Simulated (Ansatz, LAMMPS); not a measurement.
## Structural relaxation of glassy 55SiO2-24Al2O3-11BaO-11CaO (mol %) (124 atoms)

Wanted: the relaxed structure of glassy 55SiO2-24Al2O3-11BaO-11CaO (mol %) (124 atoms) and its electronic structure.

Main program and level: Ansatz 0.2.0; Kohn-Sham DFT, PBE, PAW (set soft_2), plane waves.

### 1. The starting structure

The cell holds 124 atoms: 21 Si, 18 Al, 4 Ba, 4 Ca and 77 O. Cell: a = 11.746 Å, b = 11.746 Å, c = 11.746 Å, α = 90.0°, β = 90.0°, γ = 90.0°. 124 atoms (21 Si, 18 Al, 4 Ba, 4 Ca, 77 O) placed at random at 2.93 g/cm³, melted at 4000 K for 10 ps at fixed volume with the Morse and Coulomb pair potential with partial charges (Pedone, Malavasi, Menziani, Cormack and Segre, J. Phys. Chem. B 110, 11780 (2006)). Quenched from 4000 K to 300 K at 60 K/ps and fixed volume, held 10 ps at zero pressure.

Before any run, some limits are plain. The quench rate of 60 K/ps is many orders above laboratory rates, so the cell is likely richer in defects and strain than a real sample. The starting topology of bonds comes from the classical model. The Brillouin zone is sampled at Γ only, in a cell whose shortest periodic width is 12 Å. No spin–orbit coupling is included, so levels derived from the heavy atoms are approximate.

### 2. Single point at the start

The forces at the start show how far the geometry lies from a minimum of this functional.

The input, input.yaml:

```yaml
crystal:
  lattice:
    - [11.74621, 0.0, 0.0]
    - [0.0, 11.74621, 0.0]
    - [0.0, 0.0, 11.74621]
  atoms:
    - { symbol: Si, position: [0.46012, 0.77016, 0.89984] }
    - { symbol: Si, position: [0.32723, 0.32635, 0.84156] }
    - { symbol: Si, position: [0.22503, 0.34716, 0.18994] }
    - { symbol: Si, position: [0.44413, 0.15903, 0.37466] }
    [... 114 atom lines left out ...]
    - { symbol: O, position: [0.36692, 0.04843, 0.30333] }
    - { symbol: O, position: [0.7701, 0.13951, 0.61783] }
    - { symbol: O, position: [0.44988, 0.00923, 0.09704] }
    - { symbol: O, position: [0.35259, 0.25073, 0.40819] }
    - { symbol: O, position: [0.95101, 0.89484, 0.19206] }
    - { symbol: O, position: [0.29175, 0.45417, 0.78401] }
kpoints:
  mp_grid: { grid: [1, 1, 1] }
hamiltonian:
  xc: pbe
scf:
  occupations: { method: gaussian, width: 0.025 }
output:
  forces: true
  stress: true
  populations: true
  dos:
    method: { smearing: { sigma: 0.08 } }
    de: 0.1
    projected: { site_lists: { Al: [Al], Ba: [Ba], Ca: [Ca], O: [O], Si: [Si] } }
  eigenvalues: true
```

Command:

```
$ ansatz run input.yaml --threads 4 --pin off --max-ram 8192MiB --backend cpu --events-out ev --progress --plain --runs-dir out
```

Wall time 26 s (4 threads of Intel Xeon Platinum 8488C (Sapphire Rapids), shared host); peak memory 2.4 GiB; 93 s of CPU time.

Numbers from this run:

| Property | Result |
| --- | --- |
| free energy | -97935.2026 eV |
| free energy per atom | -789.8000 eV/atom |
| SCF cycles | 9 |
| pressure | 8.191 GPa |
| r.m.s. force component | 1.198 eV/Å |
| longest force | 5.23 eV/Å |
| Fermi energy | 6.818 eV |
| gap (highest filled to lowest empty level) | 3.032 eV |
| spilling of the projection | 0.01206 |

The r.m.s. force component of 1.2 eV/Å and the pressure of 8.2 GPa set the starting point.

Length of the force by element:

```csv
element,coordination,atoms,mean length of the force (eV/Å),spread,least,most
Al,all,18,1.81,0.733,0.56,2.99
Ba,all,4,0.693,0.0433,0.623,0.738
Ca,all,4,0.858,0.121,0.721,1.04
O,all,77,1.77,0.850,0.368,5.15
Si,all,21,2.47,1.27,0.430,5.23
```

### 3. Relaxation

With the cell held, the atoms are moved downhill towards a nearby minimum.

input.yaml, the sections that differ from step 2:

```yaml
output:
  forces: true
relax:
  f_tol: 0.05
  max_steps: 200
# crystal, kpoints, hamiltonian, scf: as in step 2
```

Wall time 5.5 min (4 threads); peak memory 2.4 GiB; 20 min of CPU time.

The steps of the relaxation (22 of 27):

```csv
step,energy less that of the first step (eV),largest force component (eV/Å)
1,0.0000,4.6593
2,-4.9957,2.7696
3,-8.3428,0.8292
5,-9.6128,0.6010
6,-9.9255,0.7377
7,-10.0273,0.3219
8,-10.1412,0.2026
10,-10.2038,0.1058
11,-10.2198,0.0917
12,-10.2318,0.0828
13,-10.2385,0.0737
15,-10.2491,0.0704
16,-10.2413,0.2100
17,-10.2634,0.0695
18,-10.2695,0.1309
20,-10.2943,0.2156
21,-10.2970,0.1116
22,-10.2786,0.4681
23,-10.3287,0.1286
25,-10.3493,0.1278
26,-10.3297,0.1627
27,-10.3556,0.0432
```

Relaxation steps 16, 22, 26 were tried and not accepted.

The atoms that moved most (Å):

```csv
atom,dx,dy,dz,length
O58,0.291,-0.503,-0.570,0.814
O79,-0.276,-0.659,-0.344,0.793
Ba43,-0.420,-0.615,-0.197,0.770
O87,-0.614,-0.102,-0.336,0.707
O96,-0.666,-0.167,-0.046,0.689
O112,-0.173,-0.526,-0.299,0.629
O113,-0.401,-0.086,0.474,0.627
O77,0.423,-0.334,0.316,0.625
```

The relaxation changed the energy by -83.5 meV/atom, and atoms moved by 0.33 Å r.m.s., 0.81 Å at most.

### 4. Structure statistics after relaxation

Bonds before and after, by the cutoffs listed below:

```csv
pair,bonds before,bonds after,mean before (Å),mean after (Å),spread before (Å),spread after (Å)
O-Si,84,84,1.609,1.636,0.053,0.032
O-Al,73,74,1.760,1.788,0.090,0.067
O-Ba,25,27,2.945,2.828,0.197,0.173
O-Ca,24,26,2.534,2.503,0.189,0.190
```

Density 3.09 g/cm³, 13.07 Å³ an atom.

g(r), total and by pair (bins of 0.2 Å):

```csv
r (Å),total,O-O,O-Si,O-Al,O-Ba,O-Ca,Si-Si
1.50,0.27,0.00,1.28,0.00,0.00,0.00,0.00
1.70,3.83,0.00,11.23,8.18,0.00,0.00,0.00
1.90,0.44,0.00,0.00,2.44,0.00,0.00,0.00
2.10,0.09,0.00,0.00,0.22,0.00,1.35,0.00
2.30,0.09,0.00,0.00,0.00,0.00,2.26,0.00
2.50,0.51,0.90,0.00,0.00,0.94,3.01,0.00
2.70,1.81,4.02,0.00,0.19,2.58,2.00,0.00
2.90,1.18,1.98,0.05,0.33,2.75,0.25,2.42
3.10,0.96,1.02,0.46,0.58,0.66,0.65,2.09
3.30,1.05,0.88,1.04,1.07,0.58,0.00,1.39
3.50,0.78,0.61,0.91,0.57,0.82,1.02,0.00
3.70,0.94,0.61,1.38,1.26,0.75,0.92,0.00
3.90,1.03,0.64,1.54,1.46,1.09,0.55,0.76
4.10,1.11,0.52,2.23,1.30,1.12,0.75,1.75
4.30,1.22,0.78,1.62,1.99,0.89,1.01,0.95
4.50,0.94,0.84,0.98,1.15,0.93,0.83,0.72
4.70,1.00,1.25,0.51,0.59,1.50,2.37,1.60
4.90,0.94,1.29,0.51,0.75,1.15,1.31,0.97
5.10,1.08,1.39,0.75,0.80,1.20,1.30,1.34
5.30,1.08,1.42,0.71,0.76,0.90,0.67,1.65
5.50,0.93,1.10,0.87,0.74,0.97,0.48,0.97
5.70,0.98,0.98,0.97,0.86,1.03,0.71,0.54
```

Bonds by pair of elements; cutoffs follow the first minimum of g(r), held within bounds set by covalent radii, and pairs that aren't listed don't count as bonded:

```csv
pair A-B,cutoff (Å),bonds,mean length (Å),spread (Å),shortest (Å),B about A,A about B
O-Si,2.12,84,1.64,0.032,1.56,1.09,4
O-Al,2.38,74,1.79,0.067,1.70,0.961,4.11
O-Ba,3.29,27,2.83,0.173,2.56,0.351,6.75
O-Ca,2.98,26,2.50,0.19,2.15,0.338,6.5
```

How many atoms have how many bonded neighbours:

```csv
element,mean,2,3,4,5,6,7,8
Al,4.11,0,0,16,2,0,0,0
Ba,6.75,0,0,0,1,0,2,1
Ca,6.5,0,0,0,0,2,2,0
O,2.74,26,45,6,0,0,0,0
Si,4,0,0,21,0,0,0,0
```

Bond angles, per cent of each kind in bins of 5°:

```csv
angle (°),O-Si-O,O-Al-O,O-Ba-O,O-Ca-O,Al-O-Si
45–50,0.0,0.0,1.2,0.0,0.0
50–55,0.0,0.0,11.3,0.0,0.0
55–60,0.0,0.0,2.5,8.3,0.0
60–65,0.0,0.0,7.5,5.6,0.0
65–70,0.0,0.0,3.8,6.9,0.0
70–75,0.0,0.0,3.8,2.8,0.0
75–80,0.0,0.0,6.2,5.6,0.0
80–85,0.0,5.2,6.2,6.9,0.0
85–90,0.0,2.6,5.0,4.2,0.0
90–95,0.0,2.6,6.2,8.3,0.0
95–100,1.6,9.5,2.5,8.3,0.0
100–105,18.3,19.0,2.5,5.6,0.0
105–110,35.7,23.3,5.0,5.6,4.1
110–115,29.4,12.1,3.8,1.4,8.2
115–120,12.7,12.1,10.0,5.6,20.4
120–125,2.4,6.9,2.5,2.8,10.2
125–130,0.0,0.9,1.2,1.4,12.2
130–135,0.0,0.9,3.8,4.2,4.1
135–140,0.0,2.6,3.8,1.4,4.1
140–145,0.0,0.0,2.5,2.8,10.2
145–150,0.0,0.0,2.5,4.2,6.1
150–155,0.0,0.9,1.2,2.8,8.2
155–160,0.0,0.9,0.0,2.8,2.0
160–165,0.0,0.0,2.5,1.4,10.2
165–170,0.0,0.0,2.5,1.4,0.0
170–175,0.0,0.9,0.0,0.0,0.0
```

Bond angles (no mean is given where the spread exceeds 20°):

```csv
angle,count,mean (°),spread (°)
O-Si-O,126,109,5
O-Al-O,116,109,14
O-Ba-O,80,-,-
O-Ca-O,72,-,-
Al-O-Si,49,133,16.6
```

Oxygen atoms by the number of network formers (Si, P, Ge, B, Al, As, Ga) bound to them:

```csv
network formers bound to O,O atoms,per cent
0,0,0
1,4,5.2
2,65,84.4
3,8,10.4
```

Network units: each former by its oxygen neighbours and how many of them bridge to another former:

```csv
former,O neighbours,bridging O,atoms
Si,4,3,3
Si,4,4,18
Al,4,3,1
Al,4,4,15
Al,5,5,2
```

Bond length by coordination (bonds to H left out):

```csv
element,coordination,atoms,mean bond length (Å)
Al,4,16,1.77
Al,5,2,1.87
Ba,5,1,2.76
Ba,7,2,2.84
Ba,8,1,2.85
Ca,6,2,2.46
Ca,7,2,2.54
O,2,26,1.66
O,3,45,2.01
O,4,6,2.22
```

Rings of the network by King's shortest-path rule, up to 12 atoms, one path for each pair of neighbours; H, halogens, alkali and alkaline-earth atoms are left out, and the last column divides by all other atoms, bonded or not:

```csv
ring size (atoms),rings,per network atom
4,3,0.026
6,2,0.017
8,13,0.112
10,25,0.216
12,23,0.198
```

First main peaks of g(r), for some of the pairs, lie near 2.7 Å (O-O), 1.6 Å (O-Si), 1.8 Å (O-Al), 2.9 Å (O-Ba) and 2.4 Å (O-Ca). Counting bonds as in the table, 89 % of Al atoms have 4, 50 % of Ba atoms have 7, 50 % of Ca atoms have 6 and as many 7 and 58 % of O atoms have 3 bonded neighbours. The O-Si-O angle averages 109° with a spread of 5°. 84 % of the oxygens bridge two formers (Si and Al) and 5 % are non-bridging; 10 % join three. The commonest Si unit has 4 oxygens, 4 of them shared with other formers (18 of 21 atoms). Rings of 10 atoms are the most common (38 % of those counted); sizes run from 4 to 12, where the search stops.

### 5. Single point at the relaxed geometry

One more single point at the end of the walk gives the fuller output and checks the residual forces.

The input, input.yaml:

```yaml
crystal:
  lattice:
    - [11.74621, 0.0, 0.0]
    - [0.0, 11.74621, 0.0]
    - [0.0, 0.0, 11.74621]
  atoms:
    - { symbol: Si, position: [0.48532, 0.76686, 0.89342] }
    - { symbol: Si, position: [0.33781, 0.33808, 0.84114] }
    - { symbol: Si, position: [0.22263, 0.34012, 0.18848] }
    - { symbol: Si, position: [0.43785, 0.14809, 0.38969] }
    [... 114 atom lines left out ...]
    - { symbol: O, position: [0.35981, 0.0481, 0.31488] }
    - { symbol: O, position: [0.74527, 0.13718, 0.61385] }
    - { symbol: O, position: [0.44339, 0.02275, 0.10393] }
    - { symbol: O, position: [0.34942, 0.24532, 0.43388] }
    - { symbol: O, position: [0.95011, 0.88861, 0.18693] }
    - { symbol: O, position: [0.28911, 0.46211, 0.77373] }
kpoints:
  mp_grid: { grid: [1, 1, 1] }
hamiltonian:
  xc: pbe
scf:
  occupations: { method: gaussian, width: 0.025 }
output:
  forces: true
  stress: true
  populations: intrinsic
  dos:
    method: { smearing: { sigma: 0.08 } }
    de: 0.1
    projected: { site_lists: { Al: [Al], Ba: [Ba], Ca: [Ca], O: [O], Si: [Si] } }
  eigenvalues: true
  write_density: true
  write_potential: true
  volumetric_format: npy
```

The job ended after 23 s (4 threads; peak memory 2.5 GiB; 85 s of CPU time).

The run gave:

| Property | Result |
| --- | --- |
| free energy | -97945.5582 eV |
| free energy per atom | -789.8835 eV/atom |
| SCF cycles | 9 |
| pressure | 2.219 GPa |
| r.m.s. force component | 0.0086 eV/Å |
| longest force | 0.05194 eV/Å |
| Fermi energy | 6.631 eV |
| gap (highest filled to lowest empty level) | 3.989 eV |

Intrinsic-atomic-orbital charges by element and coordination:

```csv
element,coordination,atoms,mean charge (e),spread,least,most
Al,all,18,1.29,0.0437,1.17,1.35
Al,4,16,1.29,0.0436,1.17,1.35
Al,5,2,1.26,0.0384,1.23,1.30
Ba,all,4,1.91,0.0121,1.90,1.93
Ba,5,1,1.90,0,1.90,1.90
Ba,7,2,1.91,0.0056,1.90,1.91
Ba,8,1,1.93,0,1.93,1.93
Ca,all,4,1.80,0.0223,1.77,1.82
Ca,6,2,1.79,0.0262,1.77,1.82
Ca,7,2,1.82,0.0033,1.81,1.82
O,all,77,-0.955,0.0795,-1.26,-0.831
O,2,26,-0.903,0.0403,-1.05,-0.853
O,3,45,-0.972,0.0771,-1.26,-0.831
O,4,6,-1.06,0.0747,-1.15,-0.936
Si,all,21,1.69,0.0339,1.63,1.77
```

Density of states as counts of states in windows of 1 eV (from the Fermi level), total and the larger projections:

```csv
from (eV),to (eV),total,O p,Si p,Ba p
-14,-13,7.7,0.2,0.0,7.2
-13,-12,16.3,0.7,0.1,15.2
-12,-11,6.0,3.9,0.3,0.1
-11,-10,11.5,7.8,0.6,0.0
-10,-9,15.5,10.9,1.1,0.0
-9,-8,30.9,22.9,3.2,0.1
-8,-7,44.8,34.5,4.5,0.1
-7,-6,52.2,41.9,4.2,0.1
-6,-5,70.3,60.7,2.5,0.2
-5,-4,92.6,84.9,1.6,0.3
-4,-3,92.1,87.0,0.9,0.2
-3,-2,45.7,43.6,0.3,0.1
-2,-1,0.4,0.4,0.0,0.0
-1,1,0.0,0.0,0.0,0.0
1,2,1.7,0.0,0.0,0.0
2,3,2.1,0.1,0.1,0.0
3,4,27.0,1.8,1.6,0.0
4,5,47.7,3.0,4.0,0.0
```

The curve was stored every 0.10 eV, coarse against its broadening of 0.08 eV, so these counts are rough.

Between -26 and -14 eV lie 178 more states.

The levels nearest the highest filled one (over half full), pooled over k-points and spins:

```csv
level less the highest filled one (eV),occupation
-0.467,2
-0.390,2
-0.356,2
-0.317,2
-0.273,2
0,2
3.99,0
4.97,0
5.20,0
5.32,0
5.44,0
5.46,0
```

Mean intrinsic-atomic-orbital charges: Al +1.29, Ba +1.91, Ca +1.80, O -0.96, Si +1.69 e.

### 6. What came out

| Property | Result |
| --- | --- |
| energy change in the relaxation | -83.51 meV/atom |
| r.m.s. displacement | 0.333 Å |
| largest displacement | 0.814 Å |
| free energy per atom | -789.8835 eV/atom |
| pressure | 2.219 GPa |
| r.m.s. force component | 0.0086 eV/Å |
| gap (highest filled to lowest empty level) | 3.989 eV |
| wall time of the 3 DFT runs | 6.3 min |

In words: Relaxation lowers the energy by 83.5 meV/atom and moves atoms by 0.33 Å r.m.s.; the r.m.s. force component goes from 1.2 to 0.0086 eV/Å, the pressure goes from 8.2 to 2.2 GPa, and the gap from 3.03 to 3.99 eV. By the final cutoffs 5 of 206 bonded pairs parted and 10 joined. From the first step to the last the energy fell by 10.356 eV, and the largest move was 0.81 Å (O58). The O-Ba bonds change most in mean length: from 2.945 Å (spread 0.197) to 2.828 Å (spread 0.173), and their number from 25 to 27. Counting bonds as in the table, 89 % of Al atoms have 4, 50 % of Ba atoms have 7, 50 % of Ca atoms have 6 and as many 7 and 58 % of O atoms have 3 bonded neighbours. 84 % of the oxygens bridge two formers (Si and Al) and 5 % are non-bridging; 10 % join three. Between filled and empty levels lie 3.99 eV (at Γ alone); a semilocal functional tends to put such gaps too low. In a disordered cell it changes from sample to sample, and tail or defect levels can set it.

**Limits.** The network of bonds at the start is that of the classical potential that made the cell; in DFT 5 of its 206 bonded pairs passed out of the cutoffs and 10 came within them. The pressure of 2.2 GPa means that a free cell would grow at this level.

[Logs are printed without paths, hosts, clocks, repeated set-up lines and the standing remarks that a program may print on its own settings, such as how far it seeks lower states.]

[Hosts, paths, dates, database ids (printed as entryN), source tags and the programs' standing remarks are cut or masked in the printed files.]
